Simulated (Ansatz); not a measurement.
## Computing U for Cm in CmSe2

Aim: a Hubbard U for Cm in CmSe2 from linear response, and how it converges.

Program: Ansatz 0.2.0. Level of theory: functionals named at each step; plane waves, U on orthogonalised atomic orbitals unless named otherwise, collinear spin, no spin–orbit coupling. Results are calculated unless marked as measured.

In doubt: an open 5f shell, unless half filled, can sit in one of many states, so energies may not be the lowest and differences between runs may mislead; warnings of the run leave room for a lower electronic state (in some of the runs), so energies may not be the lowest and differences between runs may mislead.

### Step 1. The structure

It takes space group P4/nmm (No. 129, tetragonal). The conventional cell has a = 4.096 Å, b = 4.096 Å, c = 8.369 Å, α = 90.00°, β = 90.00°, γ = 90.00°. Nearest to Cm lie 9 Se at 3.01 to 3.05 Å. Nearest to Se lie 4 Se at 2.90 Å and 4 Cm at 3.05 Å. Se has 5 Cm at 3.01 Å nearest. Farther neighbours and most contacts between anions are not listed.

For 5f shells spin–orbit coupling is as large as these effects and is left out here, so moments and couplings are those of a spin-only model.

### Step 2. The reference order

The response depends on the magnetic state, so a state is chosen first, with a typed U.

2 starts were run under PBEsol with U = 3.92 eV on Cm f, ortho-atomic projectors; the lowest per atom is taken, and its run is shown. Energies are taken at zero occupation width.

Contents of input.yaml:

```yaml
crystal:
  lattice:
    - [4.096, 0.0, 0.0]
    - [0.0, 4.096, 0.0]
    - [0.0, 0.0, 8.369]
  atoms:
    - { symbol: Cm, position: [0.5, 0.0, 0.27], spin: 7.0 }
    - { symbol: Cm, position: [0.0, 0.5, 0.73], spin: 7.0 }
    - { symbol: Se, position: [0.0, 0.0, 0.0] }
    - { symbol: Se, position: [0.5, 0.5, 0.0] }
    - { symbol: Se, position: [0.5, 0.0, 0.63] }
    - { symbol: Se, position: [0.0, 0.5, 0.37] }
magnetization:
  spin_polarized: true
kpoints:
  mp_grid: { grid: [6, 6, 3] }
hamiltonian:
  xc: pbesol
  hubbard:
    sites: [{ species: Cm, l: f, u_eff: 3.92 }]
    projectors: ortho-atomic
scf:
  occupations: { method: fermi_dirac, width: 0.05 }
output:
  eigenvalues: true
```

Launch:

```bash
$ ansatz run input.yaml --threads 4 --pin off --max-ram 10240MiB --backend cpu --events-out ev --progress --plain --runs-dir out
```

Numbers of over 12 decimals in the logs are rounded to 6 here.

Log:

```text
Engine: ansatz 0.2.0, aarch64-unknown-linux-gnu
Pseudopotentials: kind: paw
Pseudopotential: Cm, paw, valence charge 18, recommended cutoff 420 eV (normal), Cm.paw.azcp
Pseudopotential: Se, paw, valence charge 16, recommended cutoff 420 eV (normal), Se.paw.azcp
Functional definition: PBEsol
  exchange = pbesol_x
  correlation = pbesol_c
Crystal: 6 atoms, lattice volume = 140.409 Å³
Basis set: ecut = 420 eV, 2731 PW (Γ)
Bands: 69, of which v1, the nominal top of the filled ones, is band 50 counted from 1 (49 counted from 0)
Symmetry: 16 space group operations
Space group: P4/nmm (ITA 129), of the structure as read, at distance tolerance 5.2e-5 Å
Magnetic group: BNS 129.411 (UNI 1071), of the structure as read, at distance tolerance 5.2e-5 Å
k-points: 20 of 108
Non-local potential: Cm, projectors of the file, l = 0: 3, l = 1: 2, l = 2: 2, l = 3: 3
Non-local potential: Se, projectors of the file, l = 0: 2, l = 1: 2, l = 2: 3, l = 3: 1
PAW form: soft (Blöchl's): semilocal exchange-correlation on the pseudo side does not see the compensation charge
PAW frozen core: Cm, regenerated for the run's functional, and the local potential with it (the file was generated under x = pbe(κ = 0.804, μ = 0.219515), c = pbe(β = 0.066725))
PAW frozen core: Se, regenerated for the run's functional, and the local potential with it (the file was generated under x = pbe(κ = 0.804, μ = 0.219515), c = pbe(β = 0.066725))
PAW one-centre angular grid: Cm, 590 points (default); XC on 64 Gauss nodes
PAW one-centre angular grid: Se, 590 points (default); XC on 64 Gauss nodes
[...]
Absolute magnetization: 14.4060 μB (∫|ρ↑−ρ↓|, with the PAW one-centre terms)
Spin contamination: 0.0731 ħ² per cell (⟨S²⟩ above its minimum at these occupations)
Per-site moments (μB) at R_I (Å): [(6.838509, 1.2427965), (6.838509, 1.242796), (-0.033201, 1.194728), (-0.033201, 1.194728), (-0.057832, 1.2427965), (-0.057832, 1.242796)]
Free energy (F): -53692.799572 eV
Harris-Foulkes:  -53692.799572 eV  (|F-HF|=2.15e-8)
Internal energy: -53692.792267 eV  (E = F + TS)
E sigma→0 (E₀):  -53692.795920 eV
Entropy (-TS):   -0.007305 eV (-1.218 meV/atom)
Fermi energy:    13.074217 eV
--- Per-component energies (eV) ---
  E_band       = -1300.027367
  E_kinetic    = 1189.821674
  E_local      = -12134.377123  (includes V_loc(G=0)·N_el)
  E_nonlocal   = -802.808761
  E_hartree    = 5671.141130
  E_xc         = -766.483087
  E_vxc        = -780.606376  (∫ρ·V_xc dr)
  E_hubbard    = 0.479698  (on-site DFT+U / exact-exchange correction)
  E_vhub       = -26.860940  (the Hubbard potential's part of the band-sum identity)
  E_paw        = -34884.037317  (= ΣΔE_a)
  E_vpaw       = -87.483717  (= ΣTr[D̂ρ^β])
  E_aug_tail   = -0.002467  (compensation charges beyond the density's cutoff)
  E_ewald      = -11971.063094
  E_core_change = 4.537079  (= ΣΔE_core)
  E_smearing   = -0.007305  (= −TS)
  E_closure    = 0.000000  (closes the sum)
  Σ components = -53692.799572   (vs F -53692.799572, Δ=0.00e0)
--- Band table (eV; the first three rows and the last of 40) ---
  k-point 0 ↑: bands = [... 46 lower, 8.3316, 8.5709, 8.5709, 9.1673, 10.4837, 10.8124, 10.8124, 12.2913, ... 15 higher]
  k-point 1 ↑: bands = [... 46 lower, 8.1038, 8.6084, 8.6084, 9.6209, 10.3939, 10.7488, 10.7488, 11.3244, ... 15 higher]
  k-point 2 ↑: bands = [... 46 lower, 8.2106, 8.7243, 8.7455, 9.3824, 10.1263, 10.4752, 10.6407, 11.5813, ... 15 higher]
  k-point 19 ↓: bands = [... 46 lower, 15.2468, 15.2468, 15.4332, 15.4332, 15.4731, 15.4731, 15.5793, 15.5793, ... 15 higher]
Occupation matrices written to <dir>
[key lines of the parts left out:]
SCF converged after 13 iterations
Magnetization: 13.9811 μB (56.9906 up, 43.0094 down)
```

It took 13 s on 4 threads of Arm Neoverse V1, shared host; peak memory 0.78 GiB.

```csv
start,atoms,final state,energy (meV an atom)
parallel ++,6,ferromagnetic,0.0
compensated +−,6,antiferromagnetic,2.1
```

Spin moment in the sphere by atom:

```csv
atom,spin moment in the sphere (μB)
Cm1,6.84
Cm2,6.84
Se3,-0.03
Se4,-0.03
Se5,-0.06
Se6,-0.06
```

Spin density of the compensated +− start:

Spin density in the ac plane at fractional y = 0.000, with atoms of Cm and Se within 0.2 Å of it.

Ten even steps from '_' (0.0 e/Å³) to '@' (9.0 e/Å³), each cell a mean:
```
____________________________
____________________________
____________________________
____________________________
____________________________
____________________________
____________________________
____________________________
____________________________
____________________________
____________________________
____________________________
____________________________
____________________________
____________________________
____________..::..__________
__________::**%%==..________
__________::##@@++::________
__________..--==::..________
______________..____________
____________________________
____________________________
____________________________
____________________________
```
Columns run along a (4.1 Å), rows up along c (8.4 Å). Atoms in or near the plane, at fractional coordinates: Cm at (0.50, 0.27), Se at (0.00, 0.00), Se at (0.50, 0.63).

### Step 3. LDA, q-mesh 2×2×1

U mends what the functional lacks, so it depends on the functional.

Contents of input.yaml:

```yaml
crystal:
  lattice:
    - [4.096, 0.0, 0.0]
    - [0.0, 4.096, 0.0]
    - [0.0, 0.0, 8.369]
  atoms:
    - { symbol: Cm, position: [0.5, 0.0, 0.27], spin: 7.5 }
    - { symbol: Cm, position: [0.0, 0.5, 0.73], spin: 7.5 }
    - { symbol: Se, position: [0.0, 0.0, 0.0] }
    - { symbol: Se, position: [0.5, 0.5, 0.0] }
    - { symbol: Se, position: [0.5, 0.0, 0.63] }
    - { symbol: Se, position: [0.0, 0.5, 0.37] }
magnetization:
  spin_polarized: true
kpoints:
  mp_grid: { grid: [6, 6, 2] }
hamiltonian:
  xc: lda
  hubbard:
    sites: [{ species: Cm, l: f, u_eff: linear-response }]
    projectors: ortho-atomic
    lr: { qmesh: [2, 2, 1] }
scf:
  occupations: { method: fermi_dirac, width: 0.05 }
output:
  eigenvalues: true
```

Log:

```text
[...]
davidson cushion auto → off  (block headroom 11 ≥ Hubbard manifold empty extent 7; pin scf.eigensolver.cushion to override)
LR-U cycle 1: input U_eff = [0.000, 0.000] eV
Crystal: 6 atoms, lattice volume = 140.409 Å³
Basis set: ecut = 420 eV, 2731 PW (Γ)
Bands: 69, of which v1, the nominal top of the filled ones, is band 50 counted from 1 (49 counted from 0)
Symmetry: 16 space group operations
[...]
k-points: 20 of 72
[...]
Starting moments: Σ|m| = 15 μB on 2 of 6 sites
[...]
SCF iter   1: F=—  HF=-53139.284219 eV  |F-HF|=—  |Δ(HF+E_count)|=         —  Δρ=4.61e-1 (↑1.38e-1 ↓4.61e-1)  dr2=7.85e2  dr2_m=4.11e1  M=1.933 μB ∫|m|=1.946 μB  β_m=0.30  ethr=1.00e-1  ⟨swp⟩=4.4  Hψ=6615  notcnv=0
[...]
SCF iter   7: F=—  HF=-53104.506549 eV  |F-HF|=—  |Δ(HF+E_count)|=    1.02e0  Δρ=8.68e-3 (↑8.04e-3 ↓8.68e-3)  dr2=5.61e-1  dr2_m=2.45e-4  M=13.819 μB ∫|m|=14.064 μB  β_m=0.30  ethr=6.38e-4  ⟨swp⟩=4.3  Hψ=6279  notcnv=0
[...]
spin-set hold released at iteration 7 (site moments contracting): the magnetisation degrees of freedom join the quasi-Newton model from the next iteration; the mixer history was flushed
SCF iter   8: F=—  HF=-53104.875191 eV  |F-HF|=—  |Δ(HF+E_count)|=   3.69e-1  Δρ=3.42e-3 (↑2.52e-3 ↓3.42e-3)  dr2=7.29e-2  dr2_m=2.72e-3  M=13.805 μB ∫|m|=14.005 μB  β_m=0.56  ethr=5.61e-4  ⟨swp⟩=3.1  Hψ=6403  notcnv=0
[...]
SCF iter  22: F=-53105.397118 eV  HF=-53105.397118 eV  |F-HF|=7.28e-12  |Δ(HF+E_count)|=  1.46e-11  Δρ=1.85e-8 (↑1.85e-8 ↓1.69e-8)  dr2=4.91e-12  dr2_m=1.13e-14  M=13.805 μB ∫|m|=13.961 μB  ethr=1.10e-12 (applied; sched 1.00e-12)  ⟨swp⟩=2.0  Hψ=4770  notcnv=0
SCF 1 converged in 22 iterations: F = -53105.397118 eV  dr2 = 4.91e-12
[...]
LR-U reference ψ shed before the perturbed-orbit SCFs — 0.11 GiB of wavefunction and exchange-operator storage released
NSCF: frozen V_eff on 20 k-points
[...]
DFPT response loops at q = (0, -0.5, 0) (fractional): preconditioner auto → Kerker (q_TF=auto, 2.578 Å⁻¹) (partly filled bands, converged f_vac=0.000); β = 1.00, the filter's whole step (`scf.mixing.beta` (0.30) is not read by the response loops under this deck's `scf.mixing.preconditioner`; to damp them name `kerker` or `kerker_dos`, under which they read `scf.mixing.beta`, and type it under 1.00, their step now; both keys bind the ground state too); Broyden in place of MSR1
[...]
LR-U cycle 1: largest |computed − input| of the U and V asked for = 3.7006 eV
LR-U result after 1 cycle(s), on the 2×2×1 q mesh at shift [0, 0, 0]:
  orbit [0, 1]: n₀ = 7.2393, χ₀ = -0.2267 eV⁻¹, χ = -0.1232 eV⁻¹, U = 3.701 eV (written back: yes)
  q = [0.0000, 0.0000, 0.0000], weight 0.2500: sites [0] shifted on 20 pairs of k-points with 69 bands, 8 passes, the loops' stops and last bands leave some 4.5e-5 eV⁻¹ in χ
[...]
SCF 2 converged in 14 iterations: F = -53104.658123 eV  dr2 = 6.09e-8
SCF converged after 14 iterations
Magnetization: 13.9801 μB (56.9901 up, 43.0099 down)
Absolute magnetization: 14.3218 μB (∫|ρ↑−ρ↓|, with the PAW one-centre terms)
[...]
Per-site moments (μB) at R_I (Å): [(6.818611, 1.2427965), (6.818611, 1.242796), (-0.026713, 1.194728), (-0.026713, 1.194728), (-0.044678, 1.2427965), (-0.044678, 1.242796)]
Free energy (F): -53104.658123 eV
[...]
Internal energy: -53104.650813 eV  (E = F + TS)
E sigma→0 (E₀):  -53104.654468 eV
Entropy (-TS):   -0.007310 eV (-1.218 meV/atom)
Fermi energy:    12.872727 eV
[...]
--- Band table (eV; the first three rows and the last of 40) ---
  k-point 0 ↑: bands = [... 46 lower, 8.2842, 8.4779, 8.4779, 9.0144, 10.3288, 10.6622, 10.6622, 12.1273, ... 15 higher]
  k-point 1 ↑: bands = [... 46 lower, 7.9468, 8.5334, 8.5334, 9.7495, 10.2108, 10.5756, 10.5756, 10.6935, ... 15 higher]
  k-point 2 ↑: bands = [... 46 lower, 8.1788, 8.6020, 8.6384, 9.2333, 9.9734, 10.3287, 10.4886, 11.4180, ... 15 higher]
  k-point 19 ↓: bands = [... 46 lower, 14.8586, 14.8586, 15.0106, 15.0106, 15.0554, 15.0554, 15.1489, 15.1489, ... 15 higher]
Occupation matrices written to <dir>
```

Elapsed: 2.3 min, on 4 threads; peak memory 1.5 GiB.

Site by site:

```csv
site,electrons,χ₀ (1/eV),χ (1/eV),U (eV)
Cm1 and 1 alike,7.239,-0.2267,-0.1232,3.70
```

For Cm1 the on-site elements alone give 1/χ₀ − 1/χ = 3.71 eV, the inverses of the full matrices 3.70 eV, and the program reports 3.70 eV. The state, moments and gap printed next belong to the closing SCF at this U.

Numbers from this step:

```yaml
magnetization: 13.98 μB
final_state: ferromagnetic
largest_moment: 6.819 μB
```

U on Cm is 3.70 eV.

### Step 4. PBE, q-mesh 2×2×1, from U = 1.5 eV

The response is now measured on a state that already has a U. Where the value that comes out equals the one put in, U is self-consistent.

Edit input.yaml of step 3 so:

```diff
@@ -17,5 +17,5 @@
 hamiltonian:
-  xc: lda
+  xc: pbe
   hubbard:
-    sites: [{ species: Cm, l: f, u_eff: linear-response }]
+    sites: [{ species: Cm, l: f, u_eff: linear-response, starting_u: 1.5 }]
     projectors: ortho-atomic
```

Log:

```text
[...]
LR-U cycle 1: input U_eff = [1.500, 1.500] eV
Crystal: 6 atoms, lattice volume = 140.409 Å³
Basis set: ecut = 420 eV, 2731 PW (Γ)
Bands: 69, of which v1, the nominal top of the filled ones, is band 50 counted from 1 (49 counted from 0)
Symmetry: 16 space group operations
[...]
k-points: 20 of 72
[...]
Starting moments: Σ|m| = 15 μB on 2 of 6 sites
[...]
SCF iter   1: F=—  HF=-54296.453491 eV  |F-HF|=—  |Δ(HF+E_count)|=         —  Δρ=4.04e-1 (↑1.37e-1 ↓4.04e-1)  dr2=6.62e2  dr2_m=2.89e1  M=3.466 μB ∫|m|=3.481 μB  β_m=0.30  ethr=1.00e-1  ⟨swp⟩=4.8  Hψ=6715  notcnv=0
[...]
SCF iter  20: F=-54273.434302 eV  HF=-54273.434302 eV  |F-HF|=0.00e0  |Δ(HF+E_count)|=  4.37e-11  Δρ=2.34e-8 (↑2.34e-8 ↓1.72e-8)  dr2=5.56e-12  dr2_m=1.30e-13  M=13.922 μB ∫|m|=14.235 μB  ethr=1.10e-12 (applied; sched 1.00e-12)  ⟨swp⟩=2.0  Hψ=4767  notcnv=0
SCF 1 converged in 20 iterations: F = -54273.434302 eV  dr2 = 5.56e-12
[...]
LR-U cycle 1: largest |computed − input| of the U and V asked for = 1.8489 eV
LR-U result after 1 cycle(s), on the 2×2×1 q mesh at shift [0, 0, 0]:
[...]
SCF 2 converged in 15 iterations: F = -54273.134166 eV  dr2 = 2.56e-8
SCF converged after 15 iterations
Magnetization: 13.9730 μB (56.9865 up, 43.0135 down)
Absolute magnetization: 14.3855 μB (∫|ρ↑−ρ↓|, with the PAW one-centre terms)
[...]
Per-site moments (μB) at R_I (Å): [(6.832808, 1.2427965), (6.832808, 1.242796), (-0.033381, 1.194728), (-0.033381, 1.194728), (-0.054317, 1.2427965), (-0.054317, 1.242796)]
Free energy (F): -54273.134166 eV
[...]
Internal energy: -54273.126630 eV  (E = F + TS)
E sigma→0 (E₀):  -54273.130398 eV
Entropy (-TS):   -0.007536 eV (-1.256 meV/atom)
Fermi energy:    13.203150 eV
[...]
--- Band table (eV; the first three rows and the last of 40) ---
  k-point 0 ↑: bands = [... 46 lower, 8.6213, 8.7980, 8.7980, 9.3432, 10.6533, 10.9798, 10.9798, 12.4382, ... 15 higher]
  k-point 1 ↑: bands = [... 46 lower, 8.2832, 8.8518, 8.8518, 10.0804, 10.5396, 10.8975, 10.8975, 11.0390, ... 15 higher]
  k-point 2 ↑: bands = [... 46 lower, 8.5203, 8.9232, 8.9546, 9.5613, 10.2978, 10.6460, 10.8085, 11.7440, ... 15 higher]
  k-point 19 ↓: bands = [... 46 lower, 15.1877, 15.1877, 15.3381, 15.3381, 15.3855, 15.3855, 15.4801, 15.4801, ... 15 higher]
Occupation matrices written to <dir>
```

It took 2.1 min on 4 threads; peak memory 1.5 GiB.

Site by site:

```csv
site,electrons,χ₀ (1/eV),χ (1/eV),U (eV)
Cm1 and 1 alike,7.161,-0.1111,-0.08094,3.35
```

For Cm1 the on-site elements alone give 1/χ₀ − 1/χ = 3.35 eV, the inverses of the full matrices 3.35 eV, and the program reports 3.35 eV. The state, moments and gap printed next belong to the closing SCF at this U.

This step gave:

```
magnetization  : 13.97 μB
final state    : ferromagnetic
largest moment : 6.833 μB
```

U on Cm is 3.35 eV. No earlier run differs from this one in a single respect, so no shift is read off.

### Step 5. PBEsol, q-mesh 2×2×1

U mends what the functional lacks, so it depends on the functional.

Edit input.yaml of step 4 so:

```diff
@@ -17,5 +17,5 @@
 hamiltonian:
-  xc: pbe
+  xc: pbesol
   hubbard:
-    sites: [{ species: Cm, l: f, u_eff: linear-response, starting_u: 1.5 }]
+    sites: [{ species: Cm, l: f, u_eff: linear-response }]
     projectors: ortho-atomic
```

Log:

```text
[...]
LR-U cycle 1: input U_eff = [0.000, 0.000] eV
Crystal: 6 atoms, lattice volume = 140.409 Å³
Basis set: ecut = 420 eV, 2731 PW (Γ)
Bands: 69, of which v1, the nominal top of the filled ones, is band 50 counted from 1 (49 counted from 0)
Symmetry: 16 space group operations
[...]
k-points: 20 of 72
[...]
Starting moments: Σ|m| = 15 μB on 2 of 6 sites
[...]
k-point 1 ↑: bands = [... 46 lower, 8.0857, 8.6749, 8.6749, 9.9161, 10.3710, 10.7404, 10.7404, 10.8685, ... 15 higher]
  k-point 2 ↑: bands = [... 46 lower, 8.3163, 8.7523, 8.7834, 9.3893, 10.1328, 10.4859, 10.6532, 11.5914, ... 15 higher]
  k-point 19 ↓: bands = [... 46 lower, 15.1368, 15.1368, 15.2959, 15.2959, 15.3439, 15.3439, 15.4373, 15.4373, ... 15 higher]
Occupation matrices written to <dir>
[key lines of the parts left out:]
SCF converged after 12 iterations
Magnetization: 13.9776 μB (56.9888 up, 43.0112 down)
Free energy (F): -53692.819359 eV
Fermi energy:    13.059886 eV
```

Elapsed: 2.2 min, on 4 threads; peak memory 1.5 GiB.

Bare and screened response, and U:

```csv
site,electrons,χ₀ (1/eV),χ (1/eV),U (eV)
Cm1 and 1 alike,7.225,-0.1997,-0.1158,3.63
```

For Cm1 the on-site elements alone give 1/χ₀ − 1/χ = 3.63 eV, the inverses of the full matrices 3.62 eV, and the program reports 3.63 eV, after an interpolation towards a dense mesh that it makes on unshifted meshes and on single cells of several shells. The state, moments and gap printed next belong to the closing SCF at this U.

This step gave:

```
magnetization  : 13.98 μB
final state    : ferromagnetic
largest moment : 6.832 μB
```

U on Cm is 3.63 eV here against 3.70 eV (-2 %) in the run that differs in the functional alone (LDA, q-mesh 2×2×1), at 0.97 times its CPU time.

### Step 6. PBE, q-mesh 2×2×1, from U = 6 eV

The response is now measured on a state that already has a U. Where the value that comes out equals the one put in, U is self-consistent.

Edit input.yaml of step 5 so:

```diff
@@ -17,5 +17,5 @@
 hamiltonian:
-  xc: pbesol
+  xc: pbe
   hubbard:
-    sites: [{ species: Cm, l: f, u_eff: linear-response }]
+    sites: [{ species: Cm, l: f, u_eff: linear-response, starting_u: 6.0 }]
     projectors: ortho-atomic
```

Log:

```text
[...]
LR-U cycle 1: input U_eff = [6.000, 6.000] eV
Crystal: 6 atoms, lattice volume = 140.409 Å³
Basis set: ecut = 420 eV, 2731 PW (Γ)
Bands: 69, of which v1, the nominal top of the filled ones, is band 50 counted from 1 (49 counted from 0)
Symmetry: 16 space group operations
[...]
k-points: 20 of 72
[...]
Starting moments: Σ|m| = 15 μB on 2 of 6 sites
[...]
k-point 1 ↑: bands = [... 46 lower, 8.6145, 9.0625, 9.0625, 10.0872, 10.5608, 10.9211, 10.9211, 11.0499, ... 15 higher]
  k-point 2 ↑: bands = [... 46 lower, 8.8323, 9.0547, 9.1180, 9.5727, 10.3217, 10.6705, 10.8330, 11.7663, ... 15 higher]
  k-point 19 ↓: bands = [... 46 lower, 14.8967, 14.8967, 15.0353, 15.0353, 15.0847, 15.0847, 15.1852, 15.1852, ... 15 higher]
Occupation matrices written to <dir>
[key lines of the parts left out:]
SCF converged after 15 iterations
Magnetization: 13.9600 μB (56.9800 up, 43.0200 down)
Free energy (F): -54273.236103 eV
Fermi energy:    13.186309 eV
```

It took 2.1 min on 4 threads; peak memory 1.5 GiB.

Site by site:

```csv
site,electrons,χ₀ (1/eV),χ (1/eV),U (eV)
Cm1 and 1 alike,7.066,-0.02870,-0.02667,2.64
```

For Cm1 the on-site elements alone give 1/χ₀ − 1/χ = 2.64 eV, the inverses of the full matrices 2.64 eV, and the program reports 2.64 eV. The state, moments and gap printed next belong to the closing SCF at this U.

Read from the output:

| Item | Value |
| --- | --- |
| magnetization | 13.96 μB |
| final state | ferromagnetic |
| largest moment | 6.814 μB |

U on Cm is 2.64 eV here against 3.35 eV (-21 %) in the run that differs in the starting U alone (PBE, q-mesh 2×2×1, from U = 1.5 eV), at 0.97 times its CPU time.

(Continued in part 2 of 2.)

[Logs and program files are shortened in this print: banners, set-up blocks, solver, clock and traceback lines can be left out without a mark of their own.]

[Logs are printed without paths, hosts, clocks, repeated set-up lines and the standing remarks that a program may print on its own settings, such as how far it seeks lower states.]

[Hosts, paths, dates, database ids (printed as entryN), source tags and the programs' standing remarks are cut or masked in the printed files.]

[Where a cell is said to come from a database of computed structures, the database is the Materials Project.]
